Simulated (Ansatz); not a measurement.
Planning a run of Ansatz 0.2.0 on LiNbO3 (R3c). The input:

```yaml
crystal:
  lattice:
    - [2.5758, 1.4871388234, 4.623]
    - [-2.5758, 1.4871388234, 4.623]
    - [0.0, -2.9742776468, 4.623]
  atoms:
    - { symbol: Li, position: [0.2815, 0.2815, 0.2815] }
    - { symbol: Li, position: [0.7815, 0.7815, 0.7815] }
    - { symbol: Nb, position: [5.5e-05, 5.5e-05, 5.5e-05] }
    - { symbol: Nb, position: [0.500055, 0.500055, 0.500055] }
    - { symbol: O, position: [0.11231, 0.35836, 0.71959] }
    - { symbol: O, position: [0.71959, 0.11231, 0.35836] }
    - { symbol: O, position: [0.35836, 0.71959, 0.11231] }
    - { symbol: O, position: [0.21959, 0.85836, 0.61231] }
    - { symbol: O, position: [0.85836, 0.61231, 0.21959] }
    - { symbol: O, position: [0.61231, 0.21959, 0.85836] }
kpoints:
  mp_grid: { grid: [4, 4, 4] }
hamiltonian:
  xc: pbe
  pseudopotentials: { kind: paw, azcp: { folder: soft_1 } }
scf:
  occupations: { method: fixed }
gw:
  n_empty_bands: 241
  ecut_chi: 100
  qp_bands: [v3, c3]
  qp_kpoints: band_edges
  screening: { model: contour_deformation }
```

```sh
ansatz run input.yaml --threads 3 --pin off --max-ram 92160MiB --backend cuda --events-out ev --progress --plain --runs-dir out --devices 1 --max-vram 13GiB
```

Question: Estimate wall time and host memory on 1 × NVIDIA H100 80GB HBM3 (shared by 6 runs) with 3 threads of AMD EPYC 7R13 (Zen 3), shared host.

It took 22 s; on shared hardware allow 11 s to 45 s. Peak host memory was 1.3 GiB. The sizes that set the cost: 2091 plane waves a state, 13 irreducible k points, 275 bands summed, 247 plane waves in the screening and 9 SCF cycles.

The screening grows as filled bands × empty bands × pairs of k points, times the square of the screening basis for the matrix.

[Paths, hosts, dates, memory and timing lines, banners, echoed tables and standing remarks are left out of the program output.]

[Logs are printed without paths, hosts, clocks, repeated set-up lines and the standing remarks that a program may print on its own settings, such as how far it seeks lower states.]

[Runs of the session that timed out or met a known fault of the program may be left out.]

[Cells called generated may have been cut or substituted from an entry of the Crystallography Open Database or the Materials Project.]

[Hosts, paths, dates, database ids (printed as entryN), source tags and the programs' standing remarks are cut or masked in the printed files.]
